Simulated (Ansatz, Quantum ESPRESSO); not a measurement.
# CsPbCl3 (Pm-3m): Raman and infrared activity

Which lines does CsPbCl3 (Pm-3m) show in Raman and infrared spectra?

Method: DFT LDA, scalar-relativistic, plane waves, PseudoDojo norm-conserving pseudopotentials, in Quantum ESPRESSO 8.0 development, patched.

Most raw output is cut from this account.

## 1. Starting point

Symmetry: Pm-3m, No. 221, cubic system. The conventional cell has a = 5.605 Å, b = 5.605 Å, c = 5.605 Å, α = 90.00°, β = 90.00°, γ = 90.00°. Cs has 12 Cl at 3.96 Å nearest. Pb has 6 Cl at 2.80 Å nearest. Nearest to Cl lie 2 Pb at 2.80 Å and 4 Cs at 3.96 Å. Farther neighbours and most contacts between anions are not listed.

## 2. A first look

A cheap run with smearing and empty bands tells whether the crystal has a gap, which decides between fixed occupations and smearing later on.

The input, probe.in:

```
 &control
    calculation='scf',
    prefix='x',
    outdir='./tmp',
    pseudo_dir='./pseudo',
    tprnfor=.true.,
    tstress=.true.,
    verbosity='high',
 /
 &system
    ibrav=0,
    nat=5,
    ntyp=3,
    ecutwfc=56.0,
    occupations='smearing',
    smearing='gaussian',
    degauss=0.01,
 /
 &electrons
    conv_thr=1.0d-07,
    mixing_beta=0.7,
    electron_maxstep=100,
 /
ATOMIC_SPECIES
 Cs    132.9055  Cs.upf
 Pb    207.2000  Pb.upf
 Cl     35.4500  Cl.upf
CELL_PARAMETERS angstrom
     5.605000000    0.000000000    0.000000000
     0.000000000    5.605000000    0.000000000
     0.000000000    0.000000000    5.605000000
ATOMIC_POSITIONS crystal
 Cs     0.000000000   0.000000000   0.000000000
 Pb     0.500000000   0.500000000   0.500000000
 Cl     0.500000000   0.500000000   0.000000000
 Cl     0.000000000   0.500000000   0.500000000
 Cl     0.500000000   0.000000000   0.500000000
K_POINTS automatic
 4 4 4 0 0 0
```

Started as:

```sh
OMP_NUM_THREADS=1 mpirun -n 4 pw.x -nk 4 -in probe.in > probe.out
```

Wall time 6 s (4 MPI ranks of AMD EPYC 9R45, shared host); 22 s of CPU time.

Numbers from this step:

```yaml
volume_per_atom: 35.22 Å³
pressure: -1.121 GPa
gap_on_the_k_mesh: 1.738 eV
```

A gap of 1.7 eV opens on this mesh, so the crystal is taken as an insulator; the start stands at -1.1 GPa.

## 3. Relaxation

The relaxation runs at a cutoff a fifth above that of the response, since stress converges more slowly with the basis than frequencies do. Forces and stress are brought to rest with tight thresholds.

relax.in, as its differences from probe.in of step 2:

```diff
@@ -1,3 +1,3 @@
  &control
-    calculation='scf',
+    calculation='vc-relax',
     prefix='x',
@@ -7,3 +7,5 @@
     tstress=.true.,
-    verbosity='high',
+    forc_conv_thr=2.0d-05,
+    etot_conv_thr=1.0d-07,
+    nstep=40,
  /
@@ -13,11 +15,15 @@
     ntyp=3,
-    ecutwfc=56.0,
-    occupations='smearing',
-    smearing='gaussian',
-    degauss=0.01,
+    ecutwfc=67,
+    occupations='fixed',
+    nbnd=24,
  /
  &electrons
-    conv_thr=1.0d-07,
+    conv_thr=1.0d-11,
     mixing_beta=0.7,
     electron_maxstep=100,
+ /
+ &ions
+ /
+ &cell
+    press_conv_thr=0.2,
  /
```

Started as:

```sh
OMP_NUM_THREADS=1 mpirun -n 4 pw.x -nk 4 -in relax.in > relax.out
```

It took 47 s on 4 MPI ranks; 3.1 min of CPU time.

Step by step:

| step | energy less that of the first step (eV) | largest force (eV/Å) | pressure (GPa) | volume (Å³) |
| --- | --- | --- | --- | --- |
| 1 | 0.0000 | 0.0000 | -1.10 | 176.09 |
| 2 | -0.0063 | 0.0000 | -0.96 | 175.10 |
| 3 | -0.0142 | 0.0000 | -0.75 | 173.63 |
| 4 | -0.0221 | 0.0000 | -0.41 | 171.44 |
| 5 | -0.0252 | 0.0000 | 0.02 | 168.90 |
| 6 | -0.0252 | 0.0000 | 0.00 | 169.03 |
| 7 | -0.0252 | 0.0000 | 0.00 | 169.03 |
| 8 | -0.0252 | 0.0000 | 0.00 | 169.03 |

| conventional cell, symmetrised | before | after | change |
| --- | --- | --- | --- |
| a (Å) | 5.605 | 5.529 | -1.4 % |
| b (Å) | 5.605 | 5.529 | -1.4 % |
| c (Å) | 5.605 | 5.529 | -1.4 % |
| volume (Å³/atom) | 35.22 | 33.81 | -4.0 % |

Final coordinates:

```xyz
5
Lattice="5.5290 0.0000 0.0000 0.0000 5.5290 0.0000 0.0000 0.0000 5.5290" Properties=species:S:1:pos:R:3 pbc="T T T"
Cs    0.0000    0.0000    0.0000
Pb    2.7645    2.7645    2.7645
Cl    2.7645    2.7645    0.0000
Cl    0.0000    2.7645    2.7645
Cl    2.7645    0.0000    2.7645
```

The last row of the table of steps is pw.x's closing run on a basis chosen anew for the final cell, so its energy can jump.

Numbers from this step:

```yaml
volume_per_atom: 33.81 Å³
pressure: -0.001 GPa
gap_on_the_k_mesh: 1.550 eV
```

The volume changes by -4.0 % from the cell with which this run began.

## 4. Ground state

Perturbation theory inherits every error of the wavefunctions, so the threshold is set near the limit of the arithmetic. With a gap, occupations are fixed, which also allows the response to an electric field.

The input, scf.in:

```
 &control
    calculation='scf',
    prefix='x',
    outdir='./tmp',
    pseudo_dir='./pseudo',
    tprnfor=.true.,
    tstress=.true.,
 /
 &system
    ibrav=0,
    nat=5,
    ntyp=3,
    ecutwfc=56.0,
    occupations='fixed',
    nbnd=24,
 /
 &electrons
    conv_thr=1.0d-12,
    mixing_beta=0.7,
    electron_maxstep=100,
 /
ATOMIC_SPECIES
 Cs    132.9055  Cs.upf
 Pb    207.2000  Pb.upf
 Cl     35.4500  Cl.upf
CELL_PARAMETERS angstrom
     5.529048810    0.000000000    0.000000000
     0.000000000    5.529048810    0.000000000
     0.000000000    0.000000000    5.529048810
ATOMIC_POSITIONS crystal
 Cs     0.000000000   0.000000000   0.000000000
 Pb     0.500000000   0.500000000   0.500000000
 Cl     0.500000000   0.500000000   0.000000000
 Cl     0.000000000   0.500000000   0.500000000
 Cl     0.500000000   0.000000000   0.500000000
K_POINTS automatic
 4 4 4 0 0 0
```

Started as:

```sh
OMP_NUM_THREADS=1 mpirun -n 4 pw.x -nk 4 -in scf.in > scf.out
```

The job ended after 7.1 s (4 MPI ranks; 28 s of CPU time).

This step gave:

```yaml
pressure: -0.02400 GPa
```

The cell stands at -0.024 GPa, close enough for phonons.

## 5. Linear response at Γ

At q = 0 one unit cell holds all displacements; symmetry groups them into irreducible representations that are solved one by one. The response to a field gives ε∞ and the Born charges, which polar modes need. Third-order response adds the Raman tensors.

The input, ph.in:

```
phonons
 &inputph
    prefix='x',
    outdir='./tmp',
    fildyn='g.dyn',
    tr2_ph=1.0d-18,
    epsil=.true.,
    lraman=.true.,
    elop=.true.,
 /
0.000000000000 0.000000000000 0.000000000000
```

Started as:

```sh
OMP_NUM_THREADS=1 mpirun -n 4 ph.x -nk 4 -in ph.in > ph.out
```

It took 7.6 min on 4 MPI ranks; 30 min of CPU time.

Numbers from this step:

* miss of the charge sum rule: 0.6476 e
* largest acoustic frequency at the zone centre before the sum rule: 0.75 cm⁻¹
* highest optical zone-centre mode (no LO-TO term): 160.7 cm⁻¹
* lowest optical zone-centre mode: -37.36 cm⁻¹
* mean high-frequency dielectric constant: 5.499
* largest Born charge in size (third of the trace): 3.958 e

Born charge (rows field, columns displacement), before the sum rule (e), principal values of the symmetric part by kind of site:

| atom | atoms with these values | low | middle | high | mean |
| --- | --- | --- | --- | --- | --- |
| Cs1 | 1 | 1.31 | 1.31 | 1.31 | 1.31 |
| Pb2 | 1 | 3.96 | 3.96 | 3.96 | 3.96 |
| Cl3 | 3 | -4.85 | -0.53 | -0.53 | -1.97 |

In full for Cl3:

```
-0.53  0.00  0.00
 0.00 -0.53  0.00
 0.00  0.00 -4.85
```

High-frequency dielectric tensor:

```
5.50 0.00 0.00
0.00 5.50 0.00
0.00 0.00 5.50
```

The acoustic modes at Γ come out as far as 0.8 cm⁻¹ from zero, where they should vanish, a small numerical error; the Born charges miss their sum rule by 0.65 e, too much: mesh or cutoff is short for the field response. The lowest optical mode is imaginary, 37i cm⁻¹, an instability at this level and on this k mesh.

## 6. Modes with the sum rule

A rigid shift of the crystal must cost nothing, but grids and finite bases break this; the acoustic sum rule is imposed before the matrix is diagonalised again. With Born charges the intensities follow; a static dielectric tensor has no meaning with imaginary modes.

The input, dynmat.in:

```
 &input
    fildyn='g.dyn',
    asr='simple',
    fileig='dynmat.eig',
    lperm=.true.,
 /
```

Started as:

```sh
dynmat.x -in dynmat.in > dynmat.out
```

Run time: 0.63 s. Hardware: 1 thread.

Unit eigenvectors of the mass-weighted matrix after the sum rule; no LO-TO term. Modes at Γ, with each element's share of the kinetic energy (negative means imaginary):

| mode | frequency (cm⁻¹) | Cs % | Pb % | Cl % |
| --- | --- | --- | --- | --- |
| 1 | -37.4 | 32 | 0 | 68 |
| 2 | -37.4 | 32 | 0 | 68 |
| 3 | -37.4 | 32 | 0 | 68 |
| 4 | -33.8 | 0 | 0 | 100 |
| 5 | -33.8 | 0 | 0 | 100 |
| 6 | -33.8 | 0 | 0 | 100 |
| 7 | 0.0 | 30 | 46 | 24 |
| 8 | 0.0 | 30 | 46 | 24 |
| 9 | 0.0 | 30 | 46 | 24 |
| 10 | 35.2 | 38 | 40 | 22 |
| 11 | 35.2 | 38 | 40 | 22 |
| 12 | 35.2 | 38 | 40 | 22 |
| 13 | 160.7 | 0 | 14 | 86 |
| 14 | 160.7 | 0 | 14 | 86 |
| 15 | 160.7 | 0 | 14 | 86 |

Displacements in mode 3 (-37.4 cm⁻¹), the largest set to 1:
```
Cs1  0.11 -0.50  0.00
Pb2  0.00 -0.02  0.00
Cl3 -0.22  1.00  0.00
Cl4  0.01  1.00  0.00
Cl5 -0.22 -0.02  0.00
```

Displacements in mode 11 (35.2 cm⁻¹), the largest set to 1:
```
Cs1  0.12  0.06 -1.00
Pb2 -0.10 -0.05  0.82
Cl3  0.11  0.06  0.77
Cl4 -0.09  0.06 -0.90
Cl5  0.11 -0.05 -0.90
```

Degenerate modes summed, no LO-TO term; imaginary modes left out. Infrared lines, with heights relative to the strongest:

| position (cm⁻¹) | lines merged | IR intensity, relative |
| --- | --- | --- |
| 35 | 3 | 0.4 |
| 161 | 3 | 100 |

The rule moves no optical mode by more than 0.1 cm⁻¹.

## 7. Sum rules set otherwise (asr crystal)

The rule can be imposed in more than one way; the choices should agree where the raw error is small.

The input, dynmat.in:

```
 &input
    fildyn='g.dyn',
    asr='crystal',
    fileig='dynmat.eig',
    lperm=.true.,
 /
```

Started as:

```sh
dynmat.x -in dynmat.in > dynmat.out
```

The job ended after 0.56 s (1 thread).

Zone-centre frequencies as printed; negative means imaginary. Modes:

| mode | frequency (cm⁻¹) |
| --- | --- |
| 1 | -37.36 |
| 2 | -37.36 |
| 3 | -37.36 |
| 4 | -33.79 |
| 5 | -33.79 |
| 6 | -33.79 |
| 7 | 0 |
| 8 | 0 |
| 9 | 0 |
| 10 | 35.22 |
| 11 | 35.22 |
| 12 | 35.22 |
| 13 | 160.7 |
| 14 | 160.7 |
| 15 | 160.7 |

Against the first rule no mode moves by more than 0.1 cm⁻¹.

## 8. Sum rules set otherwise (asr no)

Without the rule the raw error of the acoustic modes shows.

The input, dynmat.in:

```
 &input
    fildyn='g.dyn',
    asr='no',
    fileig='dynmat.eig',
    lperm=.true.,
 /
```

Started as:

```sh
dynmat.x -in dynmat.in > dynmat.out
```

The job ended after 0.56 s (1 thread).

Zone-centre frequencies as printed; negative means imaginary. Modes:

| mode | frequency (cm⁻¹) |
| --- | --- |
| 1 | -37.36 |
| 2 | -37.36 |
| 3 | -37.36 |
| 4 | -33.79 |
| 5 | -33.79 |
| 6 | -33.79 |
| 7 | 0.75 |
| 8 | 0.75 |
| 9 | 0.75 |
| 10 | 35.22 |
| 11 | 35.22 |
| 12 | 35.22 |
| 13 | 160.7 |
| 14 | 160.7 |
| 15 | 160.7 |

Against the first rule no mode moves by more than 0.8 cm⁻¹.

## 9. Modes along a direction of q (1 0 0)

A longitudinal polar mode sets up a macroscopic field that stiffens it; the term hangs on the direction from which q goes to zero.

The input, dynmat.in:

```
 &input
    fildyn='g.dyn',
    asr='simple',
    fileig='dynmat.eig',
    q(1)=1.0,
    q(2)=0.0,
    q(3)=0.0,
 /
```

Started as:

```sh
dynmat.x -in dynmat.in > dynmat.out
```

Wall time 0.56 s (1 thread).

Read from the output:

* highest mode moved by the LO-TO term: 253.3 cm⁻¹

Zone-centre frequencies as printed; negative means imaginary. Modes:

| mode | frequency (cm⁻¹) |
| --- | --- |
| 1 | -37.36 |
| 2 | -37.36 |
| 3 | -33.8 |
| 4 | -33.8 |
| 5 | -33.8 |
| 6 | -30.69 |
| 7 | 0 |
| 8 | 0 |
| 9 | 0 |
| 10 | 35.21 |
| 11 | 35.21 |
| 12 | 36.25 |
| 13 | 160.7 |
| 14 | 160.7 |
| 15 | 253.3 |

The field moves 3 modes; the highest of them now lies at 253 cm⁻¹, where the highest that moved away lay at 161.

## 10. Cross-check with Ansatz

The same cell goes through another code at the same cutoff. The files are of one family, but Ansatz's library holds files of its own making for some heavy elements, so those for Pb may differ. Its k mesh is centred on Γ.

This step: DFT LDA, scalar-relativistic, plane waves, norm-conserving pseudopotentials of its library (PseudoDojo's, some remade) (Ansatz 0.2.0).

The input, input.yaml:

```yaml
crystal:
  lattice:
    - [5.52904881, 0.0, 0.0]
    - [0.0, 5.52904881, 0.0]
    - [0.0, 0.0, 5.52904881]
  atoms:
    - { symbol: Cs, position: [0.0, 0.0, 0.0] }
    - { symbol: Pb, position: [0.5, 0.5, 0.5] }
    - { symbol: Cl, position: [0.5, 0.5, 0.0] }
    - { symbol: Cl, position: [0.0, 0.5, 0.5] }
    - { symbol: Cl, position: [0.5, 0.0, 0.5] }
kpoints:
  mp_grid: { grid: [4, 4, 4] }
hamiltonian:
  xc: lda
  pseudopotentials: { kind: nc, accuracy: standard }
scf:
  occupations: { method: fixed }
output:
  eigenvalues: true
basis:
  ecutwfc: 761.919
phonons:
  method: dfpt
  dielectric: true
  rigid_motions: translations
  raman: true
```

Started as:

```sh
ansatz run input.yaml --threads 4 --pin off --max-ram 8192MiB --backend cpu --events-out ev --progress --plain --runs-dir out
```

It took 1.9 min on 4 threads; peak memory 1.8 GiB.

Read from the output:

- sum-rule residual before enforcement: 8.89e-5 eV/Å²
- miss of the charge sum rule: 0.001115 e
- estimated error of the dielectric tensor: 0.02649
- estimated error of the Born charges: 0.07599 e
- lowest optical zone-centre mode: -37.4 cm⁻¹
- mean high-frequency dielectric constant: 4.355
- largest Born charge in size (third of the trace): 3.994 e
- highest mode moved by the LO-TO term: 247.3 cm⁻¹

Transverse modes; imaginary modes left out. Lines of the infrared spectrum (strongest = 100):

| position (cm⁻¹) | label | IR intensity ((D/Å)²/amu), degenerate modes summed, relative |
| --- | --- | --- |
| 35 | T1u | 0.0 |
| 161 | T1u | 100 |

The log warns that the force constants on this k mesh are to be taken as unconverged.

## 11. The two compared: QE PseudoDojo and Ansatz, library NC

Numbers from this step:

* root-mean-square difference: 0.03 cm⁻¹
* largest difference: 0.04 cm⁻¹

The two runs side by side. Further quantities:

| quantity | QE PseudoDojo | Ansatz, library NC |
| --- | --- | --- |
| mean ε∞ | 5.499 | 4.355 |
| largest Born charge in size (e; the first before, the second after the charge sum rule) | 3.958 | 3.994 |
| summed IR intensity ((D/Å)²/amu) | 50.83 | 37.83 |

At the zone centre the largest difference (acoustic modes at Γ apart) is 0.02 % of the highest mode; ε∞ differs by 26 %.

## 12. Summary of results

* space group after relaxation: Pm-3m
* volume per atom: 33.8 Å³
* gap on the k-mesh: 1.55 eV
* highest optical zone-centre mode (no LO-TO term): 160.7 cm⁻¹
* lowest optical zone-centre mode: -37.4 cm⁻¹
* highest mode moved by the LO-TO term (probably not converged in the k mesh): 253.3 cm⁻¹
* mean high-frequency dielectric constant (probably not converged in the k mesh): 5.50
* largest Born charge in size (third of the trace) (probably not converged in the k mesh): 3.96 e
* imaginary optical modes at the zone centre (no q mesh in this session): yes
* largest difference from Ansatz, library NC: 0.04 cm⁻¹

What this shows: No mode is Raman active in this structure; the strongest infrared line lies at 161 cm⁻¹. At the LDA level the optical modes of CsPbCl3 (Pm-3m) at the zone centre (no LO-TO term) run from 37i to 161 cm⁻¹, so the structure is a saddle point, with 6 modes beyond 10i cm⁻¹ there. Along the directions run, the highest mode that the macroscopic field moves lies at 253 cm⁻¹. The Born charges miss their sum rule by 0.65 e, a sign that the k mesh or the cutoff is short for the field response. Ansatz's log warns that its Raman tensors are not converged in the k mesh. ε∞, the Born charges and what follows from them are probably not converged in the k mesh. Of the 12 optical modes, 9 are infrared active alone and 3 are silent. QE PseudoDojo and Ansatz, library NC agree to 0.04 cm⁻¹ (0.02 % of the highest mode compared) on all solved modes but the acoustic ones at Γ, without the LO-TO term. The highest LO mode, which hangs on the field response, is 253 against 247 cm⁻¹. The mean ε∞ is 5.499 against 4.355: the first is summed on the ground state's k mesh, while Ansatz refines the mesh of its field response, and the potentials differ. These are harmonic frequencies at zero temperature: anharmonic shifts and linewidths and thermal expansion are left out. Spin-orbit coupling is left out, which can matter for the heavy elements here. Ansatz's log warns that force constants on this k mesh are to be taken as unconverged, an error that the frequencies of both programs share. Ansatz marks its own field response as not converged. The build is a development version in which the Raman tensors of release 7.5 are mended; dynmat.x leaves out the electro-optic term of LO lines.

[Host names and launcher messages were left out of these logs when they were recorded.]

[Logs are printed without paths, hosts, clocks, repeated set-up lines and the standing remarks that a program may print on its own settings, such as how far it seeks lower states.]

[Hosts, paths, dates, database ids (printed as entryN), source tags and the programs' standing remarks are cut or masked in the printed files.]
